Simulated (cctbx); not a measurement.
**Which space group?**

Cell: a = 7.9820 Å, b = 7.9820 Å, c = 7.9820 Å, α = 90.00°, β = 90.00°, γ = 90.00°. Expected content of the cell: Pd4 Mo4 Sr8 O24.

Simulated single-crystal data (cctbx): Cu Kα, λ = 1.54184 Å, to d = 0.83 Å, 70 % of the full sphere, strongest reflection 70000 counts, noise from counting, a 3 % proportional error and a noise floor of 8 counts (s.d.); no absorption.

A first pass over the reflections prints:

```text
2521 reflections to d = 0.837 A
centring   violations  <I/sigma> of those
    A          0 of  1264     -0.1
    B          0 of  1275      0.0
    C          0 of  1243     -0.0
    I         62 of  1264      0.6
    R        246 of  1693      3.2
    F          0 of  1891     -0.0
Laue class    unique    Rint  (classes that these axes allow; Friedel mates merged)
F m m m           145   0.021
F m -3             52   0.023
F m -3 m           40   0.023
space group    extra absences  I>4sigma  <I/sigma>
F 4 3 2                 0          0         -  acentric
F -4 3 m                0          0         -  acentric
F m -3 m                0          0         -  centric
Wilson B = 1.13 A^2   <|E^2-1|> = 0.897 (0.968 centric, 0.736 acentric)   E^2>4: 0.0 %
shell (A)         n   <I/sigma>
 4.61 - 1.20     18     52.1
 1.20 - 0.96     11     46.2
 0.96 - 0.84     11     51.3
```

**Question.** What are the lattice type, the Laue class and the likely space group?

The reflections that A, B, C and F centring forbids are absent (⟨I/σ⟩ near 0), so the lattice is F. F holds A, B and C together.

Rint stays low (0.021 to 0.023) up to F m -3 m, the highest class in these axes.

3 settings pass the absence test. No glide or screw absences show, which leaves F 4 3 2, F -4 3 m and F m -3 m.

⟨|E²−1|⟩ = 0.897 leans to a centrosymmetric structure. The Wilson B of 1.13 Å² means U ≈ 0.0143 Å².

The true group is Fm-3m (no. 225), Laue class m-3m, centrosymmetric. The tables only narrow the choice to the tied entries; cell content, site symmetry and trial solutions must settle it.

The model was made for the exercise: a known structure type with other elements put in, its volume estimated, not relaxed; displacement parameters are assumed.

[Logs are printed without paths, hosts, clocks, repeated set-up lines and the standing remarks that a program may print on its own settings, such as how far it seeks lower states.]
